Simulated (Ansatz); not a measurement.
## KSnCl3 (model cell, started as cubic perovskite with Sn in the octahedra): a soft mode frozen in

Which phase does KSnCl3 (model cell, started as cubic perovskite with Sn in the octahedra) fall into along its unstable mode, and how much energy does it gain?

Main program and level: Ansatz 0.2.0; DFT PBEsol, scalar-relativistic, plane waves, PAW; PAW set soft_1.

The structure was built from a prototype and need not be the compound's stable phase.

**1. Starting point**

It takes space group Pm-3m (No. 221, cubic). The conventional cell has a = 5.482 Å, b = 5.482 Å, c = 5.482 Å, α = 90.00°, β = 90.00°, γ = 90.00°. K has 12 Cl at 3.88 Å nearest. Sn has 6 Cl at 2.74 Å nearest. Nearest to Cl lie 2 Sn at 2.74 Å and 4 K at 3.88 Å. Farther neighbours and most contacts between anions are not listed.

Coordinates:

```cif
data_structure
_symmetry_space_group_name_H-M 'P 1'
_symmetry_Int_Tables_number 1
_cell_length_a 5.4820
_cell_length_b 5.4820
_cell_length_c 5.4820
_cell_angle_alpha 90.000
_cell_angle_beta 90.000
_cell_angle_gamma 90.000
_cell_volume 164.74
loop_
_atom_site_label
_atom_site_type_symbol
_atom_site_fract_x
_atom_site_fract_y
_atom_site_fract_z
_atom_site_occupancy
K1 K 0.00000 0.00000 0.00000 1
Sn2 Sn 0.50000 0.50000 0.50000 1
Cl3 Cl 0.50000 0.50000 0.00000 1
Cl4 Cl 0.50000 0.00000 0.50000 1
Cl5 Cl 0.00000 0.50000 0.50000 1
```

**2. Phonons on a q mesh**

The cell comes from relaxations at this level that are not shown. Stability and thermal properties need the whole zone. Linear response on a 2×2×2 q mesh gives force constants as far as a supercell of that size would, and the tensors from the zone-centre run are typed in so that the long-range dipole term is interpolated apart.

The input, input.yaml:

```yaml
crystal:
  lattice:
    - [5.4819651111, 0.0, 0.0]
    - [0.0, 5.4819651111, 0.0]
    - [0.0, 0.0, 5.4819651111]
  atoms:
    - { symbol: K, position: [0.0, 0.0, 0.0] }
    - { symbol: Sn, position: [0.5, 0.5, 0.5] }
    - { symbol: Cl, position: [0.5, 0.5, 0.0] }
    - { symbol: Cl, position: [0.5, 0.0, 0.5] }
    - { symbol: Cl, position: [0.0, 0.5, 0.5] }
kpoints:
  mp_grid: { grid: [12, 12, 12] }
hamiltonian:
  xc: pbesol
  pseudopotentials: { kind: paw, azcp: { folder: soft_1 }, xc_functional: pbe }
scf:
  occupations: { method: fixed }
output:
  eigenvalues: true
phonons:
  method: dfpt
  qmesh: [2, 2, 2]
  temperatures: { t_max: 1000, t_step: 50 }
  qpath:
    path:
      - [[0.0, 0.0, 0.0], [0.0, 0.5, 0.0], [0.5, 0.5, 0.0], [0.0, 0.0, 0.0], [0.5, 0.5, 0.5], [0.0, 0.5, 0.0]]
      - [[0.5, 0.5, 0.5], [0.5, 0.5, 0.0]]
    npoints: 10
  non_analytic_term:
    high_frequency_dielectric_tensor: [[6.0559, 0.0, 0.0], [0.0, 6.0559, 0.0], [0.0, 0.0, 6.0559]]
    born_effective_charges:
      - { species: K, tensor: [[1.282, 0.0, 0.0], [0.0, 1.282, 0.0], [0.0, 0.0, 1.282]] }
      - { species: Sn, tensor: [[4.596, 0.0, 0.0], [0.0, 4.596, 0.0], [0.0, 0.0, 4.596]] }
      - { species: Cl, tensor: [[-0.5016, 0.0, 0.0], [0.0, -0.5016, 0.0], [0.0, 0.0, -4.8748]] }
      - { species: Cl, tensor: [[-0.5016, 0.0, 0.0], [0.0, -4.8748, 0.0], [0.0, 0.0, -0.5016]] }
      - { species: Cl, tensor: [[-4.8748, 0.0, 0.0], [0.0, -0.5016, 0.0], [0.0, 0.0, -0.5016]] }
    source: "zone-centre run at this cell"
```

On the command line:

```console
$ ansatz run input.yaml --threads 4 --pin off --max-ram 16384MiB --backend cpu --events-out ev --progress --plain --runs-dir out
```

Numbers of over 12 decimals in the logs are rounded to 6 here.

The program printed:

```text
Engine: ansatz 0.2.0, aarch64-unknown-linux-gnu
Pseudopotentials: kind: paw
Pseudopotential: K, paw, valence charge 9, recommended cutoff 420 eV (normal), soft_1/K.paw.azcp
Pseudopotential: Sn, paw, valence charge 14, recommended cutoff 420 eV (normal), soft_1/Sn.paw.azcp
Pseudopotential: Cl, paw, valence charge 7, recommended cutoff 420 eV (normal), soft_1/Cl.paw.azcp
Functional definition: PBEsol
  exchange = pbesol_x
  correlation = pbesol_c
Crystal: 5 atoms, lattice volume = 164.744 Å³
Basis set: ecut = 420 eV, 3191 PW (Γ), exchange–correlation on 80×80×80 points (8 copies of the dense FFT grid, shifted against one another)
Bands: 27, of which v1, the nominal top of the filled ones, is band 22 counted from 1 (21 counted from 0)
Symmetry: 48 space group operations
k-points: 84 of 1728
Non-local potential: K, projectors of the file, l = 0: 3, l = 1: 2, l = 2: 2
Non-local potential: Sn, projectors of the file, l = 0: 2, l = 1: 2, l = 2: 2, l = 3: 1
Non-local potential: Cl, projectors of the file, l = 0: 2, l = 1: 2, l = 2: 1
PAW form: soft (Blöchl's): semilocal exchange-correlation on the pseudo side does not see the compensation charge
PAW frozen core: K, regenerated for the run's functional, and the local potential with it (the file was generated under x = pbe(κ = 0.804, μ = 0.219515), c = pbe(β = 0.066725))
PAW frozen core: Sn, regenerated for the run's functional, and the local potential with it (the file was generated under x = pbe(κ = 0.804, μ = 0.219515), c = pbe(β = 0.066725))
PAW frozen core: Cl, regenerated for the run's functional, and the local potential with it (the file was generated under x = pbe(κ = 0.804, μ = 0.219515), c = pbe(β = 0.066725))
PAW one-centre angular grid: K, 110 points (default); XC on 64 Gauss nodes
PAW one-centre angular grid: Sn, 590 points (default); XC on 64 Gauss nodes
PAW one-centre angular grid: Cl, 110 points (default); XC on 64 Gauss nodes
Initial density: superposition of atomic densities (chi_scale 0.1, normalization cell, long waves kept (reshape's long-wave potential 0.01 eV rms))
Initial wavefunctions: pseudopotential atomic-orbital guess
Functional: x = pbesol(κ = 0.804, μ = 0.123457), c = pbesol(β = 0.046)
SCF iter   1: F=—  HF=-10656.276594 eV  |F-HF|=—  |Δ(HF+E_count)|=         —  Δρ=3.42e-2  dr2=2.93e0  ethr=3.10e-3  ⟨swp⟩=5.1  Hψ=9087  notcnv=0  defer=195
preconditioner: auto → Resta (q_TF=auto, 2.189 Å⁻¹)  ε∞=4.7  [insulator: Δε(μ)=0.165 eV  Ē_g=6.768 eV  n_scr=26 (ndim 8)  ℏωp=12.9 eV  f_vac=0.031  ε∞_Penn≈4.7]
SCF iter   2: F=—  HF=-10655.253169 eV  |F-HF|=—  |Δ(HF+E_count)|=    1.02e0  Δρ=1.33e-2  dr2=6.10e-1  ethr=3.10e-3  ⟨swp⟩=3.2  Hψ=5403  notcnv=0  defer=210
SCF iter   3: F=—  HF=-10654.990881 eV  |F-HF|=—  |Δ(HF+E_count)|=   2.62e-1  Δρ=4.82e-3  dr2=8.77e-2  ethr=1.39e-3  ⟨swp⟩=2.9  Hψ=4806  notcnv=0  defer=238
SCF iter   4: F=—  HF=-10654.960244 eV  |F-HF|=—  |Δ(HF+E_count)|=   3.06e-2  Δρ=1.40e-3  dr2=6.89e-3  ethr=1.99e-4  ⟨swp⟩=3.0  Hψ=3948  notcnv=0  defer=245
SCF iter   5: F=—  HF=-10654.960297 eV  |F-HF|=—  |Δ(HF+E_count)|=   5.27e-5  Δρ=3.91e-4  dr2=3.70e-4  ethr=1.57e-5  ⟨swp⟩=3.0  Hψ=3747  notcnv=0  defer=248
SCF iter   6: F=—  HF=-10654.960674 eV  |F-HF|=—  |Δ(HF+E_count)|=   3.78e-4  Δρ=7.95e-5  dr2=1.12e-5  ethr=8.41e-7  ⟨swp⟩=2.9  Hψ=4280  notcnv=0  defer=247
SCF iter   7: F=—  HF=-10654.960692 eV  |F-HF|=—  |Δ(HF+E_count)|=   1.75e-5  Δρ=2.50e-5  dr2=1.39e-6  ethr=2.55e-8  ⟨swp⟩=2.0  Hψ=3984  notcnv=0  defer=243
SCF iter   8: F=—  HF=-10654.960696 eV  |F-HF|=—  |Δ(HF+E_count)|=   3.67e-6  Δρ=5.31e-6  dr2=5.37e-8  ethr=3.16e-9  ⟨swp⟩=2.0  Hψ=4037  notcnv=0  defer=222
SCF iter   9: F=—  HF=-10654.960696 eV  |F-HF|=—  |Δ(HF+E_count)|=   1.43e-7  Δρ=1.14e-6  dr2=3.89e-9  ethr=1.22e-10  ⟨swp⟩=2.0  Hψ=3442  notcnv=0  defer=223
SCF iter  10: F=—  HF=-10654.960696 eV  |F-HF|=—  |Δ(HF+E_count)|=   5.99e-9  Δρ=2.26e-7  dr2=1.93e-10  ethr=8.85e-12  ⟨swp⟩=2.0  Hψ=3515  notcnv=0  defer=223
SCF iter  11: F=-10654.960696 eV  HF=-10654.960696 eV  |F-HF|=1.09e-11  |Δ(HF+E_count)|=  2.18e-11  Δρ=5.29e-8  dr2=6.09e-12  ethr=1.00e-12  ⟨swp⟩=15.9  Hψ=18536  notcnv=0
SCF 1 converged in 11 iterations: F = -10654.960696 eV  dr2 = 6.09e-12
  greatest PAW one-centre occupation: 0.993 electrons in one spin orbital (limit 2), on the Sn atom at site 1 (counted from 0), in its partial waves of l = 2
NSCF: frozen V_eff on 84 k-points
NSCF: frozen V_eff on 343 k-points
DFPT response loops at q = (0, 0, 0) (fractional): preconditioner auto → Resta (q_TF=auto, 2.189 Å⁻¹)  ε∞=10.9 (no band partly filled); β = 1.00, the filter's whole step (`scf.mixing.beta` (0.50) is not read by the response loops at its default; to damp them type it under 1.00, their step now; it binds the ground state too); Broyden in place of MSR1
NSCF: frozen V_eff on 686 k-points
DFPT response loops at q = (0, 0, -0.5) (fractional): mixed as the last ones told, above
NSCF: frozen V_eff on 686 k-points
DFPT response loops at q = (0, -0.5, -0.5) (fractional): mixed as the last ones told, above
NSCF: frozen V_eff on 686 k-points
DFPT response loops at q = (-0.5, -0.5, -0.5) (fractional): mixed as the last ones told, above
SCF converged after 11 iterations
Free energy (F): -10654.960696 eV
Harris-Foulkes:  -10654.960696 eV  (|F-HF|=1.09e-11)
Internal energy: -10654.960696 eV  (E = F + TS)
E sigma→0 (E₀):  -10654.960696 eV
Fermi energy:    4.614290 eV
--- Per-component energies (eV) ---
  E_band       = -364.510813
  E_kinetic    = 876.862078
  E_local      = -3047.792382  (includes V_loc(G=0)·N_el)
  E_nonlocal   = 255.964505
  E_hartree    = 1250.776148
  E_xc         = -577.290954
  E_vxc        = -591.821911  (∫ρ·V_xc dr)
  E_paw        = -6980.489267  (= ΣΔE_a)
  E_vpaw       = -359.276086  (= ΣTr[D̂ρ^β])
  E_aug_tail   = 0.000637  (compensation charges beyond the density's cutoff)
  E_ewald      = -2433.619482
  E_core_change = 0.628021  (= ΣΔE_core)
  E_smearing   = -0.000000  (= −TS)
  E_closure    = -0.000000  (closes the sum)
  Σ components = -10654.960696   (vs F -10654.960696, Δ=0.00e0)
--- Band table (eV; the first three rows and the last of 84) ---
  k-point 0: bands = [... 18 lower, 0.6645, 0.7120, 0.7120, 0.7120, 6.0192, 8.2477, 8.2477, 8.8212, ... 1 higher]
  k-point 1: bands = [... 18 lower, 0.6564, 0.7053, 0.7053, 0.7321, 6.0832, 8.2690, 8.3014, 8.8284, ... 1 higher]
  k-point 2: bands = [... 18 lower, 0.6345, 0.6946, 0.6946, 0.8259, 6.2684, 8.3053, 8.4539, 8.8182, ... 1 higher]
  k-point 83: bands = [... 18 lower, 1.1426, 1.1426, 1.1426, 4.6143, 5.1179, 5.1179, 5.1179, 7.4175, ... 1 higher]
--- Phonons (Γ-DFPT): 4 representative perturbations + reference (Σ response iterations 12) ---
  ASR residual: 4.825e-5 → 0.000e0 eV/Å²; symmetrization residual: 1.462e-5 eV/Å²
  ASR residual per site (eV/Å²): 4.83e-5 4.50e-5 3.75e-5 3.75e-5 3.75e-5
  Γ frequencies (cm⁻¹): -61.26 -61.26 -61.26 -0.79 -0.79 -0.79 0.00 0.00 0.00 61.76 61.76 61.76 93.38 93.38 93.38
--- Phonons (arbitrary-q DFPT): 4 irreducible q on the 2×2×2 mesh ---
  q = [0.0000, 0.0000, 0.0000] (star 1, of the zone-centre solve; hermiticity 1.59e-5, symmetrization 1.16e-11): -61.26 -61.26 -61.26 -0.79 -0.79 -0.79 -0.00 -0.00 0.00 61.76 61.76 61.76 93.38 93.38 93.38
  q = [0.0000, 0.0000, -0.5000] (star 3, 9 solved perturbations in 2646 linear systems a pass and spin channel, the states on 343 of 1728 k-point pairs; hermiticity 4.73e-6, symmetrization 4.17e-12): -53.25 -53.25 -20.57 -20.57 35.74 47.92 48.77 48.77 50.11 50.11 55.07 95.62 95.62 145.65 241.27
  q = [0.0000, -0.5000, -0.5000] (star 3, 9 solved perturbations in 2646 linear systems a pass and spin channel, the states on 343 of 1728 k-point pairs; hermiticity 1.15e-6, symmetrization 1.63e-13): -60.28 -54.58 -54.58 -41.27 37.66 37.66 38.95 56.12 56.12 93.06 98.22 142.23 142.23 217.71 246.39
  q = [-0.5000, -0.5000, -0.5000] (star 1, 4 solved perturbations in 931 linear systems a pass and spin channel, the states on 343 of 1728 k-point pairs; hermiticity 1.15e-6, symmetrization 1.86e-11): -60.22 -60.22 -60.22 -54.44 -54.44 -54.44 97.11 97.11 97.11 134.00 134.00 134.00 217.62 217.62 251.12
  sum rule: each row above includes the acoustic sum rule's correction from the zone centre's row sums; it moved no ω² by more than (0.58 cm⁻¹)²
  mesh force constants: q→R imaginary residual 6.82e-18; ASR residual 4.825e-5 → 0.000e0 eV/Å²; symmetrization residual 3.109e-15 eV/Å²
  interpolated dispersion: 63 rows × 15 modes
  density of states and harmonic sums: on the 12×12×12 q-mesh, interpolated from the force constants of a 2×2×2 supercell (with the dipole–dipole term of supplied tensors)
  largest difference from the sums on the solved wave vectors: F 3.76e-2 eV, S 4.68e-5 and C_V 3.94e-5 eV/K
  zero-point energy: 0.064947 eV/cell   skipped modes (ω ≤ 0): 420, of them read as no rigid motion or as one in doubt: 417 (4.980e0 modes/cell left out, lowest -61.26 cm⁻¹)   left out of the sums: 3.32e-1 of the cell's modes: C_V's classical limit lies that fraction below 3 k_B per atom; for a crystal, a wire or a layer, F and S can be off by more, and a phonons.interpolated_qmesh denser along its periods is the remedy for the sampling
```

Wall time 14 min (4 threads of Arm Neoverse V1, shared host); peak memory 3.4 GiB; 54 min of CPU time.

Numbers from this step:

```
gap on the k-mesh                                       : 0.5036 eV
volume per atom                                         : 32.95 Å³
sum-rule residual before enforcement                    : 4.83e-5 eV/Å²
lowest frequency on the path                            : -61.26 cm⁻¹
point group                                             : m-3m
highest frequency on the path or at a solved wavevector : 251.1 cm⁻¹
highest optical mode at the zone centre (no LO-TO term) : 93.38 cm⁻¹
lowest optical zone-centre mode                         : -61.26 cm⁻¹
lowest mode on the q mesh (acoustic modes at Γ apart)   : -61.26 cm⁻¹
```

Frequencies (cm⁻¹) solved at each irreducible wavevector; negative means imaginary. Frequencies by wavevector, by row:

| q in reciprocal lattice units | star | mode 1 | mode 2 | mode 3 | mode 4 | mode 13 | mode 14 | mode 15 |
| --- | --- | --- | --- | --- | --- | --- | --- | --- |
| 0 0 0 | 1 | -61.3 | -61.3 | -61.3 | -0.8 | 93.4 | 93.4 | 93.4 |
| 0 0 -0.5 | 3 | -53.2 | -53.2 | -20.6 | -20.6 | 95.6 | 145.7 | 241.3 |
| 0 -0.5 -0.5 | 3 | -60.3 | -54.6 | -54.6 | -41.3 | 142.2 | 217.7 | 246.4 |
| -0.5 -0.5 -0.5 | 1 | -60.2 | -60.2 | -60.2 | -54.4 | 217.6 | 217.6 | 251.1 |

Interpolated from a 2×2×2 q mesh, with the LO-TO term (at Γ the limit along the path; where Γ stands inside the path, tables give the limit on arrival). The phonon branches at the labelled points (cm⁻¹):

| point | branch 1 | branch 2 | branch 3 | branch 4 | branch 12 | branch 13 | branch 14 | branch 15 |
| --- | --- | --- | --- | --- | --- | --- | --- | --- |
| Γ | -61 | -61 | -59 | -1 | 68 | 93 | 93 | 229 |
| halfway | -58 | -58 | -29 | -13 | 94 | 94 | 111 | 235 |
| X | -53 | -53 | -21 | -21 | 96 | 96 | 146 | 241 |
| halfway | -55 | -48 | -43 | -36 | 111 | 144 | 171 | 241 |
| M | -60 | -55 | -55 | -41 | 142 | 142 | 218 | 246 |
| halfway | -54 | -54 | -35 | -32 | 109 | 110 | 155 | 228 |
| Γ | -61 | -61 | -59 | -1 | 68 | 93 | 93 | 229 |
| halfway | -54 | -54 | -42 | -33 | 109 | 159 | 159 | 223 |
| R | -60 | -60 | -60 | -54 | 134 | 218 | 218 | 251 |
| halfway | -54 | -52 | -49 | -42 | 141 | 162 | 179 | 240 |
| X | -53 | -53 | -21 | -21 | 96 | 96 | 146 | 241 |
| jump to R | -60 | -60 | -60 | -54 | 134 | 218 | 218 | 251 |
| halfway | -60 | -55 | -55 | -48 | 138 | 169 | 218 | 246 |
| M | -60 | -55 | -55 | -41 | 142 | 142 | 218 | 246 |

Symmetry leaves 4 wavevectors to solve. The lowest mode among them, the acoustic zeros apart, lies at Γ and is imaginary, 61.3i cm⁻¹, so the energy falls along it.

**3. The mode frozen in, largest atomic shift 0 Å**

The mode followed lies at Γ with frequency 61.3i cm⁻¹ and is 3-fold degenerate, the softest among the wavevectors solved. At small amplitude the distorted cell has space group no. 38 by a symmetry search on the positions. The undistorted cell that holds it gives the zero of energy on the same k mesh.

input.yaml, the sections that differ from step 2:

```yaml
scf:
  occupations: { method: gaussian, width: 0.02 }
output:
  forces: true
  stress: true
  eigenvalues: true
# crystal, kpoints, hamiltonian: as in step 2
# phonons: removed
```

The program printed:

```text
[...]
Crystal: 5 atoms, lattice volume = 164.744 Å³
Basis set: ecut = 420 eV, 3191 PW (Γ), exchange–correlation on 80×80×80 points (8 copies of the dense FFT grid, shifted against one another)
Bands: 27, of which v1, the nominal top of the filled ones, is band 22 counted from 1 (21 counted from 0)
Symmetry: 48 space group operations
[...]
k-points: 84 of 1728
[...]
k-point 0: bands = [... 18 lower, 0.6646, 0.7121, 0.7121, 0.7121, 6.0193, 8.2477, 8.2477, 8.8214, ... 1 higher]
  k-point 1: bands = [... 18 lower, 0.6565, 0.7054, 0.7054, 0.7321, 6.0834, 8.2690, 8.3013, 8.8286, ... 1 higher]
  k-point 2: bands = [... 18 lower, 0.6346, 0.6946, 0.6946, 0.8259, 6.2686, 8.3053, 8.4538, 8.8183, ... 1 higher]
  k-point 83: bands = [... 18 lower, 1.1426, 1.1426, 1.1426, 4.6144, 5.1180, 5.1180, 5.1180, 7.4178, ... 1 higher]
[key lines of the parts left out:]
SCF converged after 8 iterations
Free energy (F): -10654.960696 eV
Fermi energy:    4.865782 eV
P = ⅓ Tr σ = 0.0001 GPa (0.001 kbar)
```

The job ended after 7.5 s (4 threads; peak memory 0.61 GiB; 29 s of CPU time).

This step gave:

- pressure: 1.14e-4 GPa
- energy from the undistorted cell: 0 meV/atom

At this level the gap is 0.50 eV on the k-mesh of the self-consistent run, which can miss the band edges.

**4. The mode frozen in, largest atomic shift 0.6 Å**

The atoms are moved along the unstable eigenvector, the largest shift by 0.6 Å, with the cell fixed.

input.yaml, the sections that differ from step 3:

```yaml
crystal:
  lattice:
    - [5.4819651111, 0.0, 0.0]
    - [0.0, 5.4819651111, 0.0]
    - [0.0, 0.0, 5.4819651111]
  atoms:
    - { symbol: K, position: [0.0, 0.0773926977, 0.0773926977] }
    - { symbol: Sn, position: [0.5, 0.4956778564, 0.4956778564] }
    - { symbol: Cl, position: [0.5, 0.4620039694, 0.0051079639] }
    - { symbol: Cl, position: [0.5, 0.0051079639, 0.4620039694] }
    - { symbol: Cl, position: [0.0, 0.4620039694, 0.4620039694] }
# kpoints, hamiltonian, scf, output: as in step 3
```

The program printed:

```text
[...]
Crystal: 5 atoms, lattice volume = 164.744 Å³
Basis set: ecut = 420 eV, 3191 PW (Γ), exchange–correlation on 80×80×80 points (8 copies of the dense FFT grid, shifted against one another)
Bands: 27, of which v1, the nominal top of the filled ones, is band 22 counted from 1 (21 counted from 0)
Symmetry: 4 space group operations
[...]
P = ⅓ Tr σ = 0.5213 GPa (5.213 kbar)
--- Band table (eV; the first three rows and the last of 301) ---
  k-point 0: bands = [... 18 lower, 0.5740, 0.6573, 0.6933, 0.7387, 6.1865, 8.3363, 8.4590, 8.5330]
  k-point 1: bands = [... 18 lower, 0.5657, 0.6447, 0.6504, 0.7939, 6.2459, 8.3459, 8.3672, 8.6118]
  k-point 2: bands = [... 18 lower, 0.5489, 0.5994, 0.6368, 0.9015, 6.4168, 8.1524, 8.3705, 8.7186]
  k-point 300: bands = [... 18 lower, 0.9299, 1.0660, 1.1109, 3.8609, 5.0389, 5.0962, 5.6402, 7.5472]
[key lines of the parts left out:]
SCF converged after 9 iterations
Free energy (F): -10655.016721 eV
Fermi energy:    4.449909 eV
```

It took 43 s on 4 threads; peak memory 1.2 GiB; 2.8 min of CPU time.

This step gave:

```yaml
pressure: 0.5213 GPa
gap_on_the_k_mesh: 1.178 eV
energy_from_the_undistorted_cell: -11.21 meV/atom
```

The energy, extrapolated to zero smearing, is -11.21 meV/atom against the undistorted cell.

The run ends at a pressure of 0.52 GPa, with forces up to 0.21 eV/Å.

**5. Energy along the mode, all amplitudes (two of the runs are shown above)**

An imaginary frequency means negative curvature, so the energy should fall and then rise again as anharmonic terms take over.

This step gave:

* depth at the lowest point sampled: 11.21 meV/atom
* largest atomic shift at that point: 0.6 Å

Energy from the parent against largest atomic shift:

| largest atomic shift (Å) | energy from the parent (meV/atom) |
| --- | --- |
| 0.000 | 0 |
| 0.040 | -0.125 |
| 0.080 | -0.496 |
| 0.140 | -1.49 |
| 0.220 | -3.54 |
| 0.320 | -6.86 |
| 0.450 | -11.0 |
| 0.600 | -11.2 |

Displacement at unit largest shift by atom:

| atom | x (Å) | y (Å) | z (Å) | size |
| --- | --- | --- | --- | --- |
| K1 | 0.000 | 0.707 | 0.707 | 1.000 |
| Sn2 | 0.000 | -0.039 | -0.039 | 0.055 |
| Cl3 | 0.000 | -0.347 | 0.047 | 0.350 |
| Cl4 | 0.000 | 0.047 | -0.347 | 0.350 |
| Cl5 | 0.000 | -0.347 | -0.347 | 0.491 |

The lowest of the steps tried is the last one, at 0.6 Å, 11.2 meV/atom below the parent; the bottom of the well need not coincide with a step.

(Part 1 of 3 ends here.)

[Logs are printed without paths, hosts, clocks, repeated set-up lines and the standing remarks that a program may print on its own settings, such as how far it seeks lower states.]

[Hosts, paths, dates, database ids (printed as entryN), source tags and the programs' standing remarks are cut or masked in the printed files.]
